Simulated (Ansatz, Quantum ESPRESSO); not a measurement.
# Lattice dynamics of KCl (Sylvite) in two programs

How does KCl (Sylvite) vibrate, and is this structure a minimum?

Main program and level: Quantum ESPRESSO 7.5; DFT PBE, scalar-relativistic, plane waves, PseudoDojo norm-conserving pseudopotentials.

## (1) The structure

Symmetry: Fm-3m, No. 225, cubic system. The conventional cell has a = 6.293 Å, b = 6.293 Å, c = 6.293 Å, α = 90.00°, β = 90.00°, γ = 90.00°. K has 6 Cl at 3.15 Å nearest. Cl has 6 K at 3.15 Å nearest. Farther neighbours and most contacts between anions are not listed.

Structure file:

```cif
data_structure
_symmetry_space_group_name_H-M 'P 1'
_symmetry_Int_Tables_number 1
_cell_length_a 4.4498
_cell_length_b 4.4498
_cell_length_c 4.4498
_cell_angle_alpha 60.000
_cell_angle_beta 60.000
_cell_angle_gamma 60.000
_cell_volume 62.30
loop_
_atom_site_label
_atom_site_type_symbol
_atom_site_fract_x
_atom_site_fract_y
_atom_site_fract_z
_atom_site_occupancy
K1 K 0.00000 0.00000 0.00000 1
Cl2 Cl 0.50000 0.50000 0.50000 1
```

## (2) A probe with smearing

Before anything dear is run, a loose run with smearing shows whether this is a metal and how far the cell is from rest.

Input file probe.in:

```
 &control
    calculation='scf',
    prefix='x',
    outdir='./tmp',
    pseudo_dir='./pseudo',
    tprnfor=.true.,
    tstress=.true.,
    verbosity='high',
 /
 &system
    ibrav=2,
    celldm(1)=11.89193312,
    nat=2,
    ntyp=2,
    ecutwfc=74.0,
    occupations='smearing',
    smearing='gaussian',
    degauss=0.01,
 /
 &electrons
    conv_thr=1.0d-07,
    mixing_beta=0.7,
    electron_maxstep=100,
 /
ATOMIC_SPECIES
 K      39.0983  K.upf
 Cl     35.4500  Cl.upf
ATOMIC_POSITIONS crystal
 K      0.000000000   0.000000000   0.000000000
 Cl     0.500000000   0.500000000   0.500000000
K_POINTS automatic
 6 6 6 0 0 0
```

Launch:

```
$ OMP_NUM_THREADS=1 mpirun -n 2 pw.x -nk 2 -in probe.in > probe.out
```

The log of the run:

```text
[banners, grids, parts of the stress and lines that vanish by symmetry left out]
Program PWSCF v.7.5
     bravais-lattice index     =            2
     lattice parameter (alat)  =      11.8919  a.u.
[...]
kinetic-energy cutoff     =      74.0000  Ry
     charge density cutoff     =     296.0000  Ry
     scf convergence threshold =      1.0E-07
[...]
Exchange-correlation= PBE
                           (   1   4   3   4   0   0   0)
[...]
48 Sym. Ops., with inversion, found
[...]
(     0          1          0      )
                  (     0          0          1      )
[...]
(  0.0000000  1.0000000  0.0000000 )
                  (  0.0000000  0.0000000  1.0000000 )
[...]
(     1          0         -1      )
                  (     0          0         -1      )
[...]
(     0          1         -1      )
                  (     0          1          0      )
[...]
( -1.0000000  0.0000000  0.0000000 )
                  (  0.0000000  1.0000000  0.0000000 )
[...]
number of k points=    16  Gaussian smearing, width (Ry)=  0.0100
[...]
c_bands:  2 eigenvalues not converged
[...]
End of self-consistent calculation
[...]
the Fermi energy is     2.7649 ev
!    total energy              =     -93.19688286 Ry
[...]
convergence has been achieved in   7 iterations
[...]
atom    1 type  1   force =    -0.00000000    0.00000000    0.00000000
     atom    2 type  2   force =     0.00000000   -0.00000000   -0.00000000
[...]
Total force =     0.000000     Total SCF correction =     0.000000
[...]
total   stress  (Ry/bohr**3)                   (kbar)     P=        7.38
[...]
XML data file, charge density, pseudopotentials, collected wavefunctions

   JOB DONE.
```

It took 7.6 s on 2 MPI ranks of Intel Xeon Platinum 8488C (Sapphire Rapids), shared host; 15 s of CPU time.

Numbers from this step:

| Property | Result |
| --- | --- |
| volume per atom | 31.15 Å³ |
| pressure | 0.738 GPa |
| gap on the k-mesh | 5.189 eV |

A gap of 5.2 eV opens on this mesh, so the crystal is taken as an insulator; the start stands at 0.74 GPa.

## (3) Relaxation

The relaxation runs at a cutoff a fifth above that of the response, since stress converges more slowly with the basis than frequencies do. Forces and stress are brought to rest with tight thresholds.

Input file relax.in:

```
 &control
    calculation='vc-relax',
    prefix='x',
    outdir='./tmp',
    pseudo_dir='./pseudo',
    tprnfor=.true.,
    tstress=.true.,
    forc_conv_thr=2.0d-05,
    etot_conv_thr=1.0d-07,
    nstep=40,
 /
 &system
    ibrav=2,
    celldm(1)=11.89193312,
    nat=2,
    ntyp=2,
    ecutwfc=89,
    occupations='fixed',
    nbnd=10,
 /
 &electrons
    conv_thr=1.0d-11,
    mixing_beta=0.7,
    electron_maxstep=100,
 /
 &ions
 /
 &cell
    press_conv_thr=0.2,
 /
ATOMIC_SPECIES
 K      39.0983  K.upf
 Cl     35.4500  Cl.upf
ATOMIC_POSITIONS crystal
 K      0.000000000   0.000000000   0.000000000
 Cl     0.500000000   0.500000000   0.500000000
K_POINTS automatic
 6 6 6 0 0 0
```

Launch:

```
$ OMP_NUM_THREADS=1 mpirun -n 2 pw.x -nk 2 -in relax.in > relax.out
```

The log of the run:

```text
[banners, grids, parts of the stress and lines that vanish by symmetry left out]
[banner, memory and clock lines left out]
Program PWSCF v.7.5

[...]
kinetic-energy cutoff     =      89.0000  Ry
     charge density cutoff     =     356.0000  Ry
     scf convergence threshold =      1.0E-11
[...]
energy convergence thresh.=      1.0E-07
     force convergence thresh. =      2.0E-05
     press convergence thresh. =      2.0E-01
     Exchange-correlation= PBE
                           (   1   4   3   4   0   0   0)
[...]
48 Sym. Ops., with inversion, found
[...]
number of k points=    16
[...]
End of self-consistent calculation
[...]
highest occupied, lowest unoccupied level (ev):     0.9045    6.0940
!    total energy              =     -93.19689649 Ry
[...]
convergence has been achieved in   9 iterations
[...]
atom    1 type  1   force =    -0.00000000   -0.00000000    0.00000000
     atom    2 type  2   force =     0.00000000    0.00000000    0.00000000
     Total force =     0.000000     Total SCF correction =     0.000000
[...]
total   stress  (Ry/bohr**3)                   (kbar)     P=        7.41
[...]
number of bfgs steps    =   0
[...]
CELL_PARAMETERS (alat= 11.89193312)
[...]
ATOMIC_POSITIONS (crystal)
K                0.0000000000        0.0000000000       -0.0000000000
Cl               0.5000000000        0.5000000000        0.5000000000
[...]
New effective cutoffs (rho, wfc):  355.04   88.77
[...]
End of self-consistent calculation
[...]
highest occupied, lowest unoccupied level (ev):     0.8792    6.0557
!    total energy              =     -93.19697264 Ry
[...]
convergence has been achieved in   5 iterations
[...]
atom    1 type  1   force =     0.00000000    0.00000000    0.00000000
     atom    2 type  2   force =    -0.00000000   -0.00000000    0.00000000
     Total force =     0.000000     Total SCF correction =     0.000000
[...]
total   stress  (Ry/bohr**3)                   (kbar)     P=        6.67
[...]
number of bfgs steps    =   1
[...]
WARNING: bfgs curvature condition failed, Theta= 0.887
[...]
CELL_PARAMETERS (alat= 11.89193312)
[...]
ATOMIC_POSITIONS (crystal)
K                0.0000000000        0.0000000000       -0.0000000000
Cl               0.5000000000        0.5000000000        0.5000000000
[...]
New effective cutoffs (rho, wfc):  354.05   88.52
[...]
End of self-consistent calculation
[...]
highest occupied, lowest unoccupied level (ev):     0.8515    6.0137
!    total energy              =     -93.19704744 Ry
[...]
convergence has been achieved in   7 iterations
[...]
atom    1 type  1   force =     0.00000000    0.00000000   -0.00000000
     atom    2 type  2   force =     0.00000000    0.00000000    0.00000000
     Total force =     0.000000     Total SCF correction =     0.000000
[...]
total   stress  (Ry/bohr**3)                   (kbar)     P=        5.87
[...]
number of bfgs steps    =   2
[...]
CELL_PARAMETERS (alat= 11.89193312)
[...]
ATOMIC_POSITIONS (crystal)
[...]
New effective cutoffs (rho, wfc):  352.59   88.16
[...]
End of self-consistent calculation
[...]
atom    2 type  2   force =     0.00000000    0.00000000    0.00000000
     Total force =     0.000000     Total SCF correction =     0.000000
[...]
total   stress  (Ry/bohr**3)                   (kbar)     P=        3.02
[...]
number of bfgs steps    =   4
[...]
CELL_PARAMETERS (alat= 11.89193312)
[...]
ATOMIC_POSITIONS (crystal)
[...]
New effective cutoffs (rho, wfc):  347.18   86.80
[...]
highest occupied, lowest unoccupied level (ev):     0.6598    5.7228
!    total energy              =     -93.19732106 Ry
[...]
convergence has been achieved in   8 iterations
[...]
atom    1 type  1   force =    -0.00000000   -0.00000000    0.00000000
     atom    2 type  2   force =     0.00000000    0.00000000    0.00000000
     Total force =     0.000000     Total SCF correction =     0.000000
[...]
total   stress  (Ry/bohr**3)                   (kbar)     P=        0.64
[...]
number of bfgs steps    =   5
[...]
CELL_PARAMETERS (alat= 11.89193312)
[...]
ATOMIC_POSITIONS (crystal)
[...]
New effective cutoffs (rho, wfc):  346.31   86.59
[...]
highest occupied, lowest unoccupied level (ev):     0.6358    5.6863
!    total energy              =     -93.19732475 Ry
[...]
convergence has been achieved in   7 iterations
[...]
atom    1 type  1   force =    -0.00000000   -0.00000000    0.00000000
     atom    2 type  2   force =     0.00000000   -0.00000000    0.00000000
     Total force =     0.000000     Total SCF correction =     0.000000
[...]
total   stress  (Ry/bohr**3)                   (kbar)     P=        0.02
[...]
number of bfgs steps    =   6
[...]
CELL_PARAMETERS (alat= 11.89193312)
[...]
ATOMIC_POSITIONS (crystal)
[...]
New effective cutoffs (rho, wfc):  346.28   86.58
[...]
End of self-consistent calculation
[...]
highest occupied, lowest unoccupied level (ev):     0.6349    5.6850
!    total energy              =     -93.19732476 Ry
[...]
convergence has been achieved in   4 iterations
[...]
atom    1 type  1   force =     0.00000000    0.00000000   -0.00000000
     atom    2 type  2   force =    -0.00000000    0.00000000   -0.00000000
     Total force =     0.000000     Total SCF correction =     0.000000
[...]
total   stress  (Ry/bohr**3)                   (kbar)     P=        0.00
[...]
bfgs converged in   8 scf cycles and   7 bfgs steps
[...]
End of BFGS Geometry Optimization
     Final enthalpy           =     -93.1973247565 Ry
     File ./tmp/x.bfgs deleted, as requested
[...]
CELL_PARAMETERS (alat= 11.89193312)
[...]
ATOMIC_POSITIONS (crystal)
K                0.0000000000       -0.0000000000       -0.0000000000
Cl               0.5000000000        0.5000000000        0.5000000000
[...]
Final scf calculation at the relaxed structure.
[...]
kinetic-energy cutoff     =      89.0000  Ry
     charge density cutoff     =     356.0000  Ry
     scf convergence threshold =      1.0E-13
[...]
press convergence thresh. =      2.0E-01
     Exchange-correlation= PBE
                           (   1   4   3   4   0   0   0)
[...]
48 Sym. Ops., with inversion, found
[...]
number of k points=    16
[...]
c_bands:  1 eigenvalues not converged
     c_bands:  1 eigenvalues not converged
[...]
End of self-consistent calculation
[...]
highest occupied, lowest unoccupied level (ev):     0.6349    5.6850
!    total energy              =     -93.19732688 Ry
[...]
convergence has been achieved in  11 iterations
[...]
atom    1 type  1   force =     0.00000000    0.00000000    0.00000000
     atom    2 type  2   force =     0.00000000    0.00000000   -0.00000000
     Total force =     0.000000     Total SCF correction =     0.000000
[...]
total   stress  (Ry/bohr**3)                   (kbar)     P=        0.00
[...]
XML data file, charge density, pseudopotentials, collected wavefunctions
```

The job ended after 61 s (2 MPI ranks; 2 min of CPU time).

Step by step:

```
step  energy less that of the first step (eV)  largest force (eV/Å)  pressure (GPa)  volume (Å³)
   1                                   0.0000                0.0000            0.74        62.30
   2                                  -0.0010                0.0000            0.67        62.54
   3                                  -0.0021                0.0000            0.59        62.80
   4                                  -0.0033                0.0000            0.47        63.19
   5                                  -0.0048                0.0000            0.30        63.78
   6                                  -0.0058                0.0000            0.06        64.67
   7                                  -0.0058                0.0000            0.00        64.92
   8                                  -0.0058                0.0000            0.00        64.92
   9                                  -0.0059                0.0000            0.00        64.92
```

```
conventional cell, symmetrised  before  after  change
                         a (Å)   6.293  6.380  +1.4 %
                         b (Å)   6.293  6.380  +1.4 %
                         c (Å)   6.293  6.380  +1.4 %
              volume (Å³/atom)   31.15  32.46  +4.2 %
```

The relaxed structure:

```cif
data_structure
_symmetry_space_group_name_H-M 'P 1'
_symmetry_Int_Tables_number 1
_cell_length_a 4.5114
_cell_length_b 4.5114
_cell_length_c 4.5114
_cell_angle_alpha 60.000
_cell_angle_beta 60.000
_cell_angle_gamma 60.000
_cell_volume 64.92
loop_
_atom_site_label
_atom_site_type_symbol
_atom_site_fract_x
_atom_site_fract_y
_atom_site_fract_z
_atom_site_occupancy
K1 K 0.00000 0.00000 0.00000 1
Cl2 Cl 0.50000 0.50000 0.50000 1
```

The last row of the table of steps is pw.x's closing run on a basis chosen anew for the final cell, so its energy can jump.

This step gave:

- volume per atom: 32.46 Å³
- pressure: 0 GPa
- gap on the k-mesh: 5.050 eV

The volume changes by +4.2 % from the cell with which this run began.

## (4) Ground state

Perturbation theory inherits every error of the wavefunctions, so the threshold is set near the limit of the arithmetic. With a gap, occupations are fixed, which also allows the response to an electric field.

Input file scf.in:

```
 &control
    calculation='scf',
    prefix='x',
    outdir='./tmp',
    pseudo_dir='./pseudo',
    tprnfor=.true.,
    tstress=.true.,
 /
 &system
    ibrav=2,
    celldm(1)=12.05648313,
    nat=2,
    ntyp=2,
    ecutwfc=74.0,
    occupations='fixed',
    nbnd=10,
 /
 &electrons
    conv_thr=1.0d-12,
    mixing_beta=0.7,
    electron_maxstep=100,
 /
ATOMIC_SPECIES
 K      39.0983  K.upf
 Cl     35.4500  Cl.upf
ATOMIC_POSITIONS crystal
 K      0.000000000   0.000000000   0.000000000
 Cl     0.500000000   0.500000000   0.500000000
K_POINTS automatic
 6 6 6 0 0 0
```

Launch:

```
$ OMP_NUM_THREADS=1 mpirun -n 2 pw.x -nk 2 -in scf.in > scf.out
```

The log of the run:

```text
[banners, grids, parts of the stress and lines that vanish by symmetry left out]
[banner, memory and clock lines left out]
Program PWSCF v.7.5

[...]
kinetic-energy cutoff     =      74.0000  Ry
     charge density cutoff     =     296.0000  Ry
     scf convergence threshold =      1.0E-12
[...]
Exchange-correlation= PBE
                           (   1   4   3   4   0   0   0)
[...]
48 Sym. Ops., with inversion, found
[...]
number of k points=    16
[...]
End of self-consistent calculation
[...]
highest occupied, lowest unoccupied level (ev):     0.6349    5.6851
!    total energy              =     -93.19731329 Ry
[...]
convergence has been achieved in  11 iterations
[...]
atom    1 type  1   force =     0.00000000    0.00000000    0.00000000
     atom    2 type  2   force =     0.00000000    0.00000000    0.00000000
     Total force =     0.000000     Total SCF correction =     0.000000
[...]
total   stress  (Ry/bohr**3)                   (kbar)     P=       -0.01
[...]
XML data file, charge density, pseudopotentials, collected wavefunctions
```

The job ended after 8.2 s (2 MPI ranks).

Numbers from this step:

```yaml
pressure: -0.001 GPa
```

The cell stands at -0.001 GPa, close enough for phonons.

(Continued in part 2 of 4.)

[Host names and launcher messages were left out of these logs when they were recorded.]

[Logs are printed without paths, hosts, clocks, repeated set-up lines and the standing remarks that a program may print on its own settings, such as how far it seeks lower states.]

[Hosts, paths, dates, database ids (printed as entryN), source tags and the programs' standing remarks are cut or masked in the printed files.]
